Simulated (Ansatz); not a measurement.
# Be (P6_3/mmc, 2 atoms in the cell): from the cell to its phonons, part 2 of 3

How does Be (P6_3/mmc, 2 atoms in the cell) vibrate, and is this structure a minimum?

Ansatz 0.2.0; DFT PBEsol, scalar-relativistic, plane waves, PAW.

So far. Step 3 (Relaxing to small forces for the phonons): The forces vanish by symmetry and the pressure is 0.006 GPa, within the tolerances set. The cell now holds 7.84 Å³/atom. The relaxed cell has a = 2.257, c = 3.553 Å (conventional setting).

## (4) Linear response at the zone centre

The zone centre comes first: it holds the modes that light can see, as far as symmetry allows. No field response is asked, since the mesh shows no gap.

Contents of input.yaml:

```yaml
crystal:
  lattice:
    - [2.2570630982, 0.0, 0.0]
    - [-1.1285315491, 1.954673981, 0.0]
    - [0.0, 0.0, 3.5530460613]
  atoms:
    - { symbol: Be, position: [0.3333333333, 0.6666666667, 0.25] }
    - { symbol: Be, position: [0.6666666667, 0.3333333333, 0.75] }
kpoints:
  mp_grid: { grid: [24, 24, 12] }
hamiltonian:
  xc: pbesol
scf:
  occupations: { method: methfessel_paxton, width: 0.2 }
output:
  eigenvalues: true
phonons:
  method: dfpt
```

The run is started by

```console
$ ansatz run input.yaml --threads 4 --pin off --max-ram 7168MiB --backend cpu --events-out ev --progress --plain --runs-dir out
```

Numbers of over 12 decimals in the logs are rounded to 6 here.

Output:

```text
zone centre: on kpoints.mp_grid the ground state, and the responses unless they are solved on pairs of k-points, stand on 1099 of the mesh's 6912 k-points, reduced under 4 symmetry operations, with k and −k counted as one. Each operation leaves every solved displacement unchanged or reverses it
[...]
Crystal: 2 atoms, lattice volume = 15.675 Å³
Basis set: ecut = 420 eV, 311 PW (Γ), exchange–correlation on 32×32×48 points (8 copies of the dense FFT grid, shifted against one another)
Bands: 6, of which v1, the nominal top of the filled ones, is band 2 counted from 1 (1 counted from 0)
Symmetry: 24 space group operations
k-points: 1099 of 6912 (irreducible under 4 space group operations, time reversal used)
[...]
SCF iter   1: F=—  HF=-180.698607 eV  |F-HF|=—  |Δ(HF+E_count)|=         —  Δρ=1.52e-3  dr2=2.74e-4  ethr=1.77e-3  ⟨swp⟩=5.3  Hψ=55314  notcnv=0
[...]
SCF iter   6: F=-180.698486 eV  HF=-180.698486 eV  |F-HF|=1.71e-13  |Δ(HF+E_count)|=  1.93e-12  S|Δr|=    0.00e0  Δρ=2.44e-8  dr2=3.67e-14  ethr=1.00e-12  ⟨swp⟩=4.0  Hψ=16578  notcnv=0
SCF 1 converged in 6 iterations: F = -180.698486 eV  dr2 = 3.67e-14
[...]
DFPT response loops at Γ: preconditioner auto → Kerker (q_TF=auto, 2.173 Å⁻¹) (partly filled bands, converged f_vac=0.000); β = 1.00, the filter's whole step (`scf.mixing.beta` (0.50) is not read by the response loops under this deck's `scf.mixing.preconditioner`; to damp them name `kerker` or `kerker_dos`, under which they read `scf.mixing.beta`, and type it under 1.00, their step now; both keys bind the ground state too); Broyden in place of MSR1
SCF converged after 6 iterations
[...]
Free energy (F): -180.698486 eV
[...]
Internal energy: -180.698000 eV  (E = F + TS)
E sigma→0 (E₀):  -180.698364 eV
Entropy (-TS):   -0.000486 eV (-0.243 meV/atom)
Fermi energy:    8.150340 eV
[...]
--- Band table (eV; the first three rows and the last of 1099) ---
[...]
--- Phonons (Γ-DFPT): 2 representative perturbations + reference, on 1099 of 6912 k-points (Σ response iterations 6) ---
  k mesh reduced under 4 symmetry operations, with k and −k counted as one. Each operation leaves every solved displacement unchanged or reverses it
  ASR residual: 1.876e-4 → 0.000e0 eV/Å²; symmetrization residual: 5.329e-15 eV/Å²
  ASR residual per site (eV/Å²): 1.88e-4 1.88e-4
  Γ frequencies (cm⁻¹): 0.00 0.00 0.00 465.88 465.88 701.76
  non-analytic LO–TO correction: not included (Born effective charges unavailable; polar crystals: no LO–TO splitting at Γ)
```

The job ended after 5.8 s (4 threads of Arm Neoverse V1, shared host; peak memory 0.59 GiB; 20 s of CPU time).

In the SCF lines HF is the Harris–Foulkes energy and dr2 the Hartree energy of the density residual, in eV; the loop may stop once dr2 is under the threshold and the program's other checks hold. Hψ counts applications of the Hamiltonian.

Numbers from this step:

* sum-rule residual before enforcement: 1.88e-4 eV/Å²
* point group: 6/mmm
* highest optical mode at the zone centre (no LO-TO term): 701.8 cm⁻¹
* lowest optical zone-centre mode: 465.9 cm⁻¹

Patterns of degenerate modes are one choice out of their space. Modes at Γ:

```
mode  frequency (cm⁻¹)  symmetry
   1               0.0  acoustic
   2               0.0  acoustic
   3               0.0  acoustic
   4             465.9       E2g
   5             465.9       E2g
   6             701.8       B1g
```

Displacements in mode 5 (465.9 cm⁻¹), the largest set to 1:
```
Be1  0.00  1.00  0.00
Be2  0.00 -1.00  0.00
```

Displacements in mode 6 (701.8 cm⁻¹), the largest set to 1:
```
Be1  0.00  0.00  1.00
Be2  0.00  0.00 -1.00
```

Before it was imposed, the acoustic sum rule was missed by 1.9e-4 eV/Å². Small misses are needed for a sound result but don't prove that mesh and cutoff are converged. The lowest optical mode is real, 466 cm⁻¹.

## (5) Phonons on a q mesh

Stability and thermal properties need the whole zone. Linear response on a 6×6×4 q mesh gives force constants as far as a supercell of that size would.

input.yaml, the sections that differ from step 4:

```yaml
phonons:
  method: dfpt
  qmesh: [6, 6, 4]
  temperatures: { t_max: 1000, t_step: 50 }
  qpath:
    path:
      - [[0.0, 0.0, 0.0], [0.5, 0.0, 0.0], [0.33333333, 0.33333333, 0.0], [0.0, 0.0, 0.0], [0.0, 0.0, 0.5], [0.5, 0.0, 0.5], [0.33333333, 0.33333333, 0.5], [0.0, 0.0, 0.5]]
      - [[0.5, 0.0, 0.5], [0.5, 0.0, 0.0]]
      - [[0.33333333, 0.33333333, 0.5], [0.33333333, 0.33333333, 0.0]]
    npoints: 10
# crystal, kpoints, hamiltonian, scf, output: as in step 4
```

Output:

```text
[...]
Crystal: 2 atoms, lattice volume = 15.675 Å³
Basis set: ecut = 420 eV, 311 PW (Γ), exchange–correlation on 32×32×48 points (8 copies of the dense FFT grid, shifted against one another)
Bands: 6, of which v1, the nominal top of the filled ones, is band 2 counted from 1 (1 counted from 0)
Symmetry: 24 space group operations
k-points: 427 of 6912
[...]
SCF iter   1: F=—  HF=-180.698609 eV  |F-HF|=—  |Δ(HF+E_count)|=         —  Δρ=1.52e-3  dr2=2.74e-4  ethr=1.77e-3  ⟨swp⟩=5.3  Hψ=21515  notcnv=0
[...]
SCF iter   6: F=-180.698486 eV  HF=-180.698486 eV  |F-HF|=5.68e-14  |Δ(HF+E_count)|=  3.30e-12  S|Δr|=    0.00e0  Δρ=2.34e-8  dr2=3.33e-14  ethr=1.00e-12  ⟨swp⟩=4.0  Hψ=6453  notcnv=0
SCF 1 converged in 6 iterations: F = -180.698486 eV  dr2 = 3.33e-14
[...]
NSCF: frozen V_eff on 427 k-points
[...]
DFPT response loops at q = (0, 0, 0) (fractional): preconditioner auto → Kerker (q_TF=auto, 2.173 Å⁻¹) (partly filled bands, converged f_vac=0.000); β = 1.00, the filter's whole step (`scf.mixing.beta` (0.50) is not read by the response loops under this deck's `scf.mixing.preconditioner`; to damp them name `kerker` or `kerker_dos`, under which they read `scf.mixing.beta`, and type it under 1.00, their step now; both keys bind the ground state too); Broyden in place of MSR1
[...]
SCF converged after 6 iterations
[...]
Free energy (F): -180.698486 eV
[...]
Internal energy: -180.698000 eV  (E = F + TS)
E sigma→0 (E₀):  -180.698364 eV
Entropy (-TS):   -0.000486 eV (-0.243 meV/atom)
Fermi energy:    8.150340 eV
[...]
--- Band table (eV; the first three rows and the last of 427) ---
[...]
--- Phonons (Γ-DFPT): 2 representative perturbations + reference (Σ response iterations 6) ---
  ASR residual: 1.875e-4 → 0.000e0 eV/Å²; symmetrization residual: 2.184e-14 eV/Å²
  ASR residual per site (eV/Å²): 1.87e-4 1.87e-4
  Γ frequencies (cm⁻¹): 0.00 0.00 0.00 465.88 465.88 701.76
--- Phonons (arbitrary-q DFPT): 21 irreducible q on the 6×6×4 mesh ---
  q = [0.0000, 0.0000, 0.0000] (star 1, of the zone-centre solve; hermiticity 2.70e-15, symmetrization 1.47e-15): -0.00 0.00 0.00 465.88 465.88 701.76
  q = [0.0000, 0.0000, 0.2500] (star 2, 2 solved perturbations in 2616 linear systems a pass and spin channel, the states on 1884 of 6912 k-point pairs; hermiticity 4.46e-11, symmetrization 1.08e-11): 206.25 206.25 290.20 446.98 446.98 644.57
[...]
q = [0.0000, 0.1667, 0.0000] (star 6, 3 solved perturbations on 2100 of 6912 k-point pairs; hermiticity 1.11e-8, symmetrization 1.24e-15): 220.48 226.97 317.23 494.13 511.35 684.93
[...]
sum rule: each row above includes the acoustic sum rule's correction from the zone centre's row sums; it moved no ω² by more than (2.38 cm⁻¹)²
  mesh force constants: q→R imaginary residual 3.96e-19; ASR residual 1.875e-4 → 0.000e0 eV/Å²; symmetrization residual 8.882e-15 eV/Å²
  interpolated dispersion: 93 rows × 6 modes
  density of states and harmonic sums: on the 36×36×20 q-mesh, interpolated from the force constants of a 6×6×4 supercell (no non-analytic term)
  largest difference from the sums on the solved wave vectors: F 3.86e-3 eV, S 5.64e-6 and C_V 1.79e-6 eV/K
  zero-point energy: 0.189004 eV/cell   skipped modes (ω ≤ 0): 3   left out of the sums: 1.93e-5 of the cell's modes: C_V's classical limit lies that fraction below 3 k_B per atom; for a crystal, a wire or a layer, F and S can be off by more, and a phonons.interpolated_qmesh denser along its periods is the remedy for the sampling
```

Elapsed: 3.1 min, on 4 threads; peak memory 1.8 GiB; 12 min of CPU time.

Numbers from this step:

- sum-rule residual before enforcement: 1.87e-4 eV/Å²
- lowest frequency on the path: 0 cm⁻¹
- highest frequency on the path or at a solved wavevector: 701.8 cm⁻¹
- mean frequency: 508.2 cm⁻¹
- Debye temperature (second moment): 967 K
- logarithmic mean frequency: 493 cm⁻¹
- lowest mode on the q mesh (acoustic modes at Γ apart): 206.2 cm⁻¹
- zero-point energy per atom: 94.5 meV
- heat capacity at 300 K: 15.54 J/(mol atoms K)
- vibrational entropy at 300 K: 8.989 J/(mol atoms K)

Frequencies (cm⁻¹) solved at each irreducible wavevector; negative means imaginary. Frequencies by wavevector, by row:

```
q in reciprocal lattice units  star  mode 1  mode 2  mode 3  mode 4  mode 5  mode 6
                        0 0 0     1       0       0       0   465.9   465.9   701.8
                     0 0 0.25     2   206.2   206.2   290.2     447     447   644.6
                     0 0 -0.5     1     362     362     362     362   507.4   507.4
                   0 0.1667 0     6   220.5     227   317.2   494.1   511.4   684.9
                0 0.1667 0.25    12     270   286.7   419.9   465.4   469.4   667.2
                0 0.1667 -0.5     6   364.2   364.2   377.9   377.9   589.1   589.1
                   0 0.3333 0     6   353.3   366.7   535.5   549.9   567.6   629.3
                0 0.3333 0.25    12   380.9   434.1   518.5     530   556.8   665.5
                0 0.3333 -0.5     6   447.4   447.4   476.7   476.7   641.3   641.3
                     0 -0.5 0     3   406.9   433.1   582.9   589.1   605.5   614.4
                  0 -0.5 0.25     6   434.9   486.5   556.7   568.6   619.5   644.1
                  0 -0.5 -0.5     3   497.4   497.4   521.2   521.2   661.1   661.1
              0.1667 0.1667 0     6   312.2   331.3     464   554.4   575.9   647.8
           0.1667 0.1667 0.25    12   358.3   392.3   497.9   509.4   549.1   678.1
           0.1667 0.1667 -0.5     6   409.9   409.9   480.7   480.7   630.4   630.4
              0.1667 0.3333 0    12   422.6   430.8   521.1   587.3   599.8     634
           0.1667 0.3333 0.25    24   430.5   467.7   534.2   579.7   620.7   655.7
           0.1667 0.3333 -0.5    12   443.2   443.2   563.6   563.6     661     661
              0.3333 0.3333 0     2   507.2   507.2   512.5   512.5   550.1   655.8
           0.3333 0.3333 0.25     4   454.2   454.2   559.2   605.2   605.2   631.9
           0.3333 0.3333 -0.5     2   428.4   428.4   597.5   597.5   656.2   656.2
```

Interpolated from a 6×6×4 q mesh. The phonon branches at the labelled points (cm⁻¹):

```
    point  branch 1  branch 2  branch 3  branch 4  branch 5  branch 6
        Γ         0         0         0       466       466       702
  halfway       299       305       447       521       537       660
        M       407       433       583       589       606       614
  halfway       437       454       549       570       592       638
        K       507       507       512       512       550       656
  halfway       312       331       464       554       576       648
        Γ         0         0         0       466       466       702
  halfway       206       206       290       447       447       645
        A       362       362       362       362       507       507
  halfway       408       408       421       421       621       621
        L       497       497       521       521       661       661
  halfway       450       450       574       574       662       662
        H       428       428       598       598       656       656
  halfway       410       410       481       481       630       630
        A       362       362       362       362       507       507
jump to L       497       497       521       521       661       661
  halfway       435       486       557       569       620       644
        M       407       433       583       589       606       614
jump to H       428       428       598       598       656       656
  halfway       454       454       559       605       605       632
        K       507       507       512       512       550       656
```

The phonon branches as a text plot (rows in cm⁻¹):

```
    687 |****              *****
    658 |          *****  *     *       ***********      **  * **
    629 |    ** ***     **            **           *     **** *
    599 |      *****   ***       *            ***   **     ***
    570 |     ******* ** *           *      **   *    *   ******
    541 |    **    ****   *       * *      *      *      *     **
    512 |  ***      **     *       *     **            ***      *
    482 |***        * ****  **    *     ** *       *      *    **
    453 |         **   *      ***      **   **           * *  *
    424 |       ***     * *      *    **      *******     ****
    395 |      ***               **   *             **      *
    366 |   * *          *         ***               ****
    336 |    *             *      * *                 *
    307 |
    278 |  *              *     **
    249 |   *
    219 |  *               **   *
    190 | **
    161 | *                 *
    132 | *                    *
    102 |*                   *
     73 |*                   * *
     44 |
     15 |                     *
         Γ      M    K        Γ   A       L    H       A|L M|H  K
```

Tetrahedra on a 36×36×20 mesh, mean over bins of 10 cm-1. Interpolated from a 6×6×4 q mesh. Phonon density of states against wavenumber; read off at these points:

```
wavenumber (cm⁻¹)  phonon density of states (1/cm⁻¹/cell)
                5                                       0
               25                                  1.0e-5
               55                                  5.0e-5
               75                                  1.1e-4
              105                                  2.2e-4
              125                                  3.3e-4
              145                                  4.7e-4
              175                                  7.5e-4
              195                                   0.001
              225                                  0.0015
              245                                 0.00194
              275                                 0.00275
              295                                 0.00341
              315                                 0.00422
              345                                 0.00611
              365                                 0.00689
              395                                  0.0107
              415                                  0.0153
              435                                  0.0305
              465                                  0.0167
              485                                  0.0159
              515                                  0.0167
              525                                  0.0204
              535                                  0.0181
              565                                  0.0183
              585                                  0.0181
              605                                  0.0162
              635                                  0.0188
              655                                  0.0209
              665                                  0.0260
              685                                 0.00236
              705                                  5.0e-5
```

Second derivatives of the energy by pair, one row for each kind of neighbour of each atom listed. Each entry sums the pair over the periodic images of the supercell that the q mesh stands for, and in a polar crystal it holds the long-range dipole part too. Force constants by pair, by row:

```
atom  neighbour  distance (Å)  third of the trace (eV/Å²)  along the pair's line (eV/Å²)
 Be1     itself             0                       8.982                              –
 Be1         Be         2.203                     -0.7526                         -1.958
 Be1         Be         2.257                     -0.5616                         -1.346
 Be1         Be         3.154                      0.0206                        -0.0048
 Be1         Be         3.553                     -0.1728                        -0.5747
 Be1         Be         3.879                     -0.0521                        -0.2012
 Be1         Be         3.909                     -0.0392                        -0.1506
 Be1         Be         4.209                      0.0166                         0.1032
 Be1         Be         4.514                      0.0082                         0.1198
 Be2     itself             0                       8.982                              –
 Be2         Be         2.203                     -0.7526                         -1.958
 Be2         Be         2.257                     -0.5616                         -1.346
 Be2         Be         3.154                      0.0206                        -0.0048
 Be2         Be         3.553                     -0.1728                        -0.5747
 Be2         Be         3.879                     -0.0521                        -0.2012
 Be2         Be         3.909                     -0.0392                        -0.1506
 Be2         Be         4.209                      0.0166                         0.1032
 Be2         Be         4.514                      0.0082                         0.1198
```

(Continued in part 3 of 3.)

[Logs are printed without paths, hosts, clocks, repeated set-up lines and the standing remarks that a program may print on its own settings, such as how far it seeks lower states.]

[Hosts, paths, dates, database ids (printed as entryN), source tags and the programs' standing remarks are cut or masked in the printed files.]
